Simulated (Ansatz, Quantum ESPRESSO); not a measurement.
# BaOs3 (Pm-3m): zone-centre phonons, part 2 of 3

Which modes does BaOs3 (Pm-3m) have at the zone centre?

Quantum ESPRESSO 7.5; DFT LDA, scalar-relativistic, plane waves, JTH PAW pseudopotentials.

So far. Step 2 (A probe with smearing): No gap opens on this mesh, so smearing is kept; the start stands at -27 GPa. Step 4 (Self-consistent run for the response): The cell stands at -0.051 GPa, close enough for phonons. The relaxed cell has a = 4.121 Å (conventional setting).

The structure was built from a prototype and need not be the compound's stable phase.

**5. Linear response at Γ**

At q = 0 one unit cell holds all displacements; symmetry groups them into irreducible representations that are solved one by one. With smeared occupations no response to a homogeneous field can be asked.

ph.in reads:

```
phonons
&inputph
   prefix = 'x'
   outdir = './tmp'
   fildyn = 'g.dyn'
   tr2_ph = 1.0d-18
   alpha_mix(1) = 0.4
   nmix_ph = 8
/
0.000000000000 0.000000000000 0.000000000000
```

Launch:

```console
$ OMP_NUM_THREADS=1 mpirun -n 4 ph.x -nk 4 -in ph.in > ph.out
```

The log of the run:

```text
[banners, grids, parts of the stress and lines that vanish by symmetry left out]
[banner, memory and clock lines left out]
Program PHONON v.7.5

     ./tmp/x.save/

     file Ba.upf: wavefunction(s)  5S 6S 5P 0P 5D 0D renormalized
     file Os.upf: wavefunction(s)  6S 0S 0P 0P 5D 0D renormalized

     IMPORTANT: XC functional enforced from input :
     Exchange-correlation= PW
                           (   1   4   0   0   0   0   0)
     Any further DFT definition will be discarded
     Please, verify this is what you really want

     G-vector sticks info

     negative rho (up, down):  4.312E-02 0.000E+00
     Reading collected, re-writing distributed wavefunctions in ./tmp/

     Number and degeneracy of irreps per q-point
       N         xq(1)         xq(2)         xq(3)   N irreps
       1   0.000000000   0.000000000   0.000000000       4
        3   3   3   3

     Calculation of q =    0.0000000   0.0000000   0.0000000

     phonons

     bravais-lattice index     =            1
     lattice parameter (alat)  =       7.7868  a.u.
     unit-cell volume          =     472.1418 (a.u.)^3
     number of atoms/cell      =            4
     number of atomic types    =            2
     kinetic-energy cut-off    =      40.0000  Ry
     charge density cut-off    =     200.0000  Ry
     convergence threshold     =      1.0E-18
     beta                      =       0.4000
     number of iterations used =            8
     Exchange-correlation= PW
                           (   1   4   0   0   0   0   0)

     celldm(1)=    7.78677  celldm(2)=    0.00000  celldm(3)=    0.00000
     celldm(4)=    0.00000  celldm(5)=    0.00000  celldm(6)=    0.00000

     crystal axes: (cart. coord. in units of alat)
               a(1) = (  1.0000  0.0000  0.0000 )
               a(2) = (  0.0000  1.0000  0.0000 )
               a(3) = (  0.0000  0.0000  1.0000 )

     reciprocal axes: (cart. coord. in units 2 pi/alat)
               b(1) = (  1.0000  0.0000  0.0000 )
               b(2) = (  0.0000  1.0000  0.0000 )
               b(3) = (  0.0000  0.0000  1.0000 )

     Atoms inside the unit cell:

     Cartesian axes

     site n.  atom      mass           positions (alat units)
        1  Ba    137.3270   tau(    1) = (    0.00000    0.00000    0.00000  )
        2  Os    190.2300   tau(    2) = (    0.00000    0.50000    0.50000  )
        3  Os    190.2300   tau(    3) = (    0.50000    0.00000    0.50000  )
        4  Os    190.2300   tau(    4) = (    0.50000    0.50000    0.00000  )

     Computing dynamical matrix for
                    q = (   0.0000000   0.0000000   0.0000000 )

     49 Sym.Ops. (with q -> -q+G )

     G cutoff =  307.1746  (  22647 G-vectors)     FFT grid: ( 36, 36, 36)
     G cutoff =  245.7396  (  16135 G-vectors)  smooth grid: ( 32, 32, 32)

     number of k points=    35  Marzari-Vanderbilt smearing, width (Ry)=  0.0200
                       cart. coord. in units 2pi/alat
        k(    1) = (   0.0000000   0.0000000   0.0000000), wk =   0.0039062
        k(    2) = (   0.0000000   0.0000000   0.1250000), wk =   0.0234375
        k(    3) = (   0.0000000   0.0000000   0.2500000), wk =   0.0234375
        [... further k-points left out ...]

     PseudoPot. # 1 for Ba read from file:
     ./pseudo/Ba.upf
     Pseudo is Projector augmented-wave + core cor, Zval = 10.0
     Shape of augmentation charge: SINC**2
     Using radial grid of 1099 points,  6 beta functions with:
                l(1) =   0
                l(2) =   0
                l(3) =   1
                l(4) =   1
                l(5) =   2
                l(6) =   2
     Q(r) pseudized with 0 coefficients

     PseudoPot. # 2 for Os read from file:
     ./pseudo/Os.upf
     Pseudo is Projector augmented-wave + core cor, Zval =  8.0
     Shape of augmentation charge: SINC**2
     Using radial grid of 1124 points,  6 beta functions with:
                l(1) =   0
                l(2) =   0
                l(3) =   1
                l(4) =   1
                l(5) =   2
                l(6) =   2
     Q(r) pseudized with 0 coefficients

     Mode symmetry, O_h (m-3m)  point group:

     Atomic displacements:
     There are    4 irreducible representations

     Representation     1      3 modes -  To be done

     Representation     2      3 modes -  To be done

     Representation     3      3 modes -  To be done

     Representation     4      3 modes -  To be done

     Alpha used in Ewald sum =   1.9000

     negative rho (up, down):  4.312E-02 0.000E+00

     Representation #   1 modes #   1   2   3

     Self-consistent Calculation
      iter #   1   av.it.:   7.3
      thresh= 1.000E-02 alpha_mix =  0.400 |ddv_scf|^2 =  1.860E-06
      iter #   2   av.it.:  15.1
      thresh= 1.364E-04 alpha_mix =  0.400 |ddv_scf|^2 =  5.832E-08
      iter #   3   av.it.:  15.1
      thresh= 2.415E-05 alpha_mix =  0.400 |ddv_scf|^2 =  4.160E-10
      iter #   4   av.it.:  15.7
      thresh= 2.040E-06 alpha_mix =  0.400 |ddv_scf|^2 =  1.336E-11
      iter #   5   av.it.:  15.1
      thresh= 3.655E-07 alpha_mix =  0.400 |ddv_scf|^2 =  9.166E-13
      iter #   6   av.it.:  14.5
      thresh= 9.574E-08 alpha_mix =  0.400 |ddv_scf|^2 =  1.027E-13
      iter #   7   av.it.:  14.9
      thresh= 3.205E-08 alpha_mix =  0.400 |ddv_scf|^2 =  9.835E-16
      iter #   8   av.it.:  16.8
      thresh= 3.136E-09 alpha_mix =  0.400 |ddv_scf|^2 =  3.211E-18
      iter #   9   av.it.:  15.9
      thresh= 1.792E-10 alpha_mix =  0.400 |ddv_scf|^2 =  8.111E-19

     End of self-consistent calculation

     Convergence has been achieved

     Representation #   2 modes #   4   5   6

     Self-consistent Calculation
      iter #   1   av.it.:   6.4
      thresh= 1.000E-02 alpha_mix =  0.400 |ddv_scf|^2 =  5.075E-07
      iter #   2   av.it.:  14.7
      thresh= 7.124E-05 alpha_mix =  0.400 |ddv_scf|^2 =  2.090E-08
      iter #   3   av.it.:  14.8
      thresh= 1.446E-05 alpha_mix =  0.400 |ddv_scf|^2 =  1.513E-09
      iter #   4   av.it.:  15.1
      thresh= 3.890E-06 alpha_mix =  0.400 |ddv_scf|^2 =  2.772E-11
      iter #   5   av.it.:  15.4
      thresh= 5.265E-07 alpha_mix =  0.400 |ddv_scf|^2 =  9.654E-13
[...]
End of self-consistent calculation

     Convergence has been achieved

     Representation #   3 modes #   7   8   9

     Self-consistent Calculation
[...]
End of self-consistent calculation

     Convergence has been achieved

     Representation #   4 modes #  10  11  12

     Self-consistent Calculation
[...]
iter #   2   av.it.:  15.3
      thresh= 3.896E-05 alpha_mix =  0.400 |ddv_scf|^2 =  1.104E-08
      iter #   3   av.it.:  16.3
      thresh= 1.051E-05 alpha_mix =  0.400 |ddv_scf|^2 =  3.040E-11
      iter #   4   av.it.:  15.5
      thresh= 5.513E-07 alpha_mix =  0.400 |ddv_scf|^2 =  3.546E-13
      iter #   5   av.it.:  13.2
      thresh= 5.955E-08 alpha_mix =  0.400 |ddv_scf|^2 =  4.165E-14
      iter #   6   av.it.:  16.6
      thresh= 2.041E-08 alpha_mix =  0.400 |ddv_scf|^2 =  5.737E-17
      iter #   7   av.it.:  16.0
      thresh= 7.575E-10 alpha_mix =  0.400 |ddv_scf|^2 =  9.732E-18
      iter #   8   av.it.:  15.9
      thresh= 3.120E-10 alpha_mix =  0.400 |ddv_scf|^2 =  4.073E-20

     End of self-consistent calculation

     Convergence has been achieved

     Number of q in the star =    1
     List of q in the star:
          1   0.000000000   0.000000000   0.000000000

     Diagonalizing the dynamical matrix

     q = (    0.000000000   0.000000000   0.000000000 )

 **************************************************************************
     freq (    1) =      -3.193613 [THz] =    -106.527464 [cm-1]
     freq (    2) =      -3.193613 [THz] =    -106.527464 [cm-1]
     freq (    3) =      -3.193613 [THz] =    -106.527464 [cm-1]
     freq (    4) =      -0.847326 [THz] =     -28.263755 [cm-1]
     freq (    5) =      -0.847326 [THz] =     -28.263755 [cm-1]
     freq (    6) =      -0.847326 [THz] =     -28.263755 [cm-1]
     freq (    7) =       0.013824 [THz] =       0.461133 [cm-1]
     freq (    8) =       0.013824 [THz] =       0.461133 [cm-1]
     freq (    9) =       0.013824 [THz] =       0.461133 [cm-1]
     freq (   10) =       4.589863 [THz] =     153.101360 [cm-1]
     freq (   11) =       4.589863 [THz] =     153.101360 [cm-1]
     freq (   12) =       4.589863 [THz] =     153.101360 [cm-1]
 **************************************************************************

     Mode symmetry, O_h (m-3m)  point group:

     freq (   1-   3) =       -106.5  [cm-1]   --> T_1u G_15  G_4- I
     freq (   4-   6) =        -28.3  [cm-1]   --> T_2u G_25  G_5-
     freq (   7-   9) =          0.5  [cm-1]   --> T_1u G_15  G_4- I
     freq (  10-  12) =        153.1  [cm-1]   --> T_1u G_15  G_4- I
```

Wall time 5.3 min (4 MPI ranks of Arm Neoverse V1, shared host); 21 min of CPU time.

This step gave:

| Quantity | Value |
| --- | --- |
| largest acoustic frequency at the zone centre before the sum rule | 0.46 cm⁻¹ |
| highest optical zone-centre mode (no LO-TO term) | 153.1 cm⁻¹ |
| lowest optical zone-centre mode | -106.5 cm⁻¹ |

The acoustic modes at Γ come out as far as 0.5 cm⁻¹ from zero, where they should vanish, a small numerical error. The lowest optical mode is imaginary, 107i cm⁻¹, an instability at this level and on this k mesh.

**6. Zone-centre analysis**

A rigid shift of the crystal must cost nothing, but grids and finite bases break this; the acoustic sum rule is imposed before the matrix is diagonalised again.

dynmat.in reads:

```
&input
   fildyn = 'g.dyn'
   asr = 'simple'
   fileig = 'dynmat.eig'
/
```

Launch:

```console
$ dynmat.x -in dynmat.in > dynmat.out
```

The log of the run:

```text
[banner, memory and clock lines left out]
Program DYNMAT v.7.5

     Reading Dynamical Matrix from file g.dyn
     ...Force constants read
     ...epsilon and Z* not read (not found on file)
     A direction for q was not specified:TO-LO splitting will be absent

     Polarizability (A^3 units)
     multiply by 1.000000 for Clausius-Mossotti correction
         0.000000    0.000000    0.000000
         0.000000    0.000000    0.000000
         0.000000    0.000000    0.000000

     IR activities are in (D/A)^2/amu units

# mode   [cm-1]    [THz]      IR
    1   -106.53   -3.1936    0.0000
    2   -106.53   -3.1936    0.0000
    3   -106.53   -3.1936    0.0000
    4    -28.27   -0.8474    0.0000
    5    -28.27   -0.8474    0.0000
    6    -28.27   -0.8474    0.0000
    7     -0.00   -0.0000    0.0000
    8     -0.00   -0.0000    0.0000
    9      0.00    0.0000    0.0000
   10    153.10    4.5898    0.0000
   11    153.10    4.5898    0.0000
   12    153.10    4.5898    0.0000

[end of the log left out, with the tail of the file of modes that dynmat.x writes under the same name]
```

The job ended after 0.46 s (1 thread).

Unit eigenvectors of the mass-weighted matrix after the sum rule; no LO-TO term. Modes at Γ, with each element's share of the kinetic energy (negative means imaginary):

```csv
mode,frequency (cm⁻¹),Ba %,Os %
1,-106.5,12,88
2,-106.5,12,88
3,-106.5,12,88
4,-28.3,0,100
5,-28.3,0,100
6,-28.3,0,100
7,0.0,19,81
8,0.0,19,81
9,0.0,19,81
10,153.1,69,31
11,153.1,69,31
12,153.1,69,31
```

Displacements in mode 1 (-106.5 cm⁻¹), the largest set to 1:
```
Ba1 -0.04  0.01 -0.47
Os2  0.08  0.01 -0.33
Os3 -0.03 -0.03 -0.33
Os4 -0.03  0.01  1.00
```

Displacements in mode 11 (153.1 cm⁻¹), the largest set to 1:
```
Ba1  0.00  0.00  1.00
Os2  0.00  0.00 -0.40
Os3  0.00  0.00 -0.40
Os4  0.00  0.00  0.08
```

The rule moves no optical mode by more than 0.1 cm⁻¹.

**7. Sum rules set otherwise: a sum rule for molecules or wires on a crystal**

This rule also removes rotations, which suits molecules and not a crystal; it is tried to see the harm.

dynmat.in reads:

```
&input
   fildyn = 'g.dyn'
   asr = 'zero-dim'
   fileig = 'dynmat.eig'
/
```

Launch:

```console
$ dynmat.x -in dynmat.in > dynmat.out
```

The log of the run:

```text
[banner, memory and clock lines left out]
Program DYNMAT v.7.5

     Reading Dynamical Matrix from file g.dyn
     ...Force constants read
     ...epsilon and Z* not read (not found on file)
     Acoustic Sum Rule: || Z*(ASR) - Z*(orig)|| =    0.000000E+00
     Acoustic Sum Rule: ||dyn(ASR) - dyn(orig)||=    3.354807E-01
     A direction for q was not specified:TO-LO splitting will be absent

     Polarizability (A^3 units)
     multiply by 1.000000 for Clausius-Mossotti correction
         0.000000    0.000000    0.000000
         0.000000    0.000000    0.000000
         0.000000    0.000000    0.000000

     IR activities are in (D/A)^2/amu units

# mode   [cm-1]    [THz]      IR
    1   -106.53   -3.1936    0.0000
    2    -65.24   -1.9557    0.0000
    3    -65.24   -1.9557    0.0000
    4     -0.00   -0.0000    0.0000
    5     -0.00   -0.0000    0.0000
    6     -0.00   -0.0000    0.0000
    7      0.00    0.0000    0.0000
    8      0.00    0.0000    0.0000
    9      0.00    0.0000    0.0000
   10    124.94    3.7456    0.0000
   11    124.94    3.7456    0.0000
   12    153.10    4.5899    0.0000

[end of the log left out, with the tail of the file of modes that dynmat.x writes under the same name]
```

It took 0.46 s on 1 thread.

The run ended normally, but on settings that are not sound.

The fault: a sum rule for molecules or wires on a crystal; 3 optical modes are projected out to zero frequency, as if they were rotations.

For a crystal the rule has to be 'simple' or 'crystal'.

Zone-centre frequencies as printed; negative means imaginary. Modes:

```csv
mode,frequency (cm⁻¹)
1,-106.5
2,-65.24
3,-65.24
4,0
5,0
6,0
7,0
8,0
9,0
10,124.9
11,124.9
12,153.1
```

**8. Sum rules set otherwise (asr no)**

Without the rule the raw error of the acoustic modes shows.

dynmat.in reads:

```
&input
   fildyn = 'g.dyn'
   asr = 'no'
   fileig = 'dynmat.eig'
/
```

Launch:

```console
$ dynmat.x -in dynmat.in > dynmat.out
```

The log of the run:

```text
[banner, memory and clock lines left out]
Program DYNMAT v.7.5

     Reading Dynamical Matrix from file g.dyn
     ...Force constants read
     ...epsilon and Z* not read (not found on file)
     A direction for q was not specified:TO-LO splitting will be absent

     Polarizability (A^3 units)
     multiply by 1.000000 for Clausius-Mossotti correction
         0.000000    0.000000    0.000000
         0.000000    0.000000    0.000000
         0.000000    0.000000    0.000000

     IR activities are in (D/A)^2/amu units

# mode   [cm-1]    [THz]      IR
    1   -106.53   -3.1936    0.0000
    2   -106.53   -3.1936    0.0000
    3   -106.53   -3.1936    0.0000
    4    -28.26   -0.8473    0.0000
    5    -28.26   -0.8473    0.0000
    6    -28.26   -0.8473    0.0000
    7      0.46    0.0138    0.0000
    8      0.46    0.0138    0.0000
    9      0.46    0.0138    0.0000
   10    153.10    4.5899    0.0000
   11    153.10    4.5899    0.0000
   12    153.10    4.5899    0.0000

[end of the log left out, with the tail of the file of modes that dynmat.x writes under the same name]
```

It took 0.46 s on 1 thread.

Zone-centre frequencies as printed; negative means imaginary. Modes:

```csv
mode,frequency (cm⁻¹)
1,-106.5
2,-106.5
3,-106.5
4,-28.26
5,-28.26
6,-28.26
7,0.46
8,0.46
9,0.46
10,153.1
11,153.1
12,153.1
```

Against the first rule no mode moves by more than 0.5 cm⁻¹.

[end of part 2 of 3]

[Host names and launcher messages were left out of these logs when they were recorded.]

[Logs are printed without paths, hosts, clocks, repeated set-up lines and the standing remarks that a program may print on its own settings, such as how far it seeks lower states.]

[Hosts, paths, dates, database ids (printed as entryN), source tags and the programs' standing remarks are cut or masked in the printed files.]
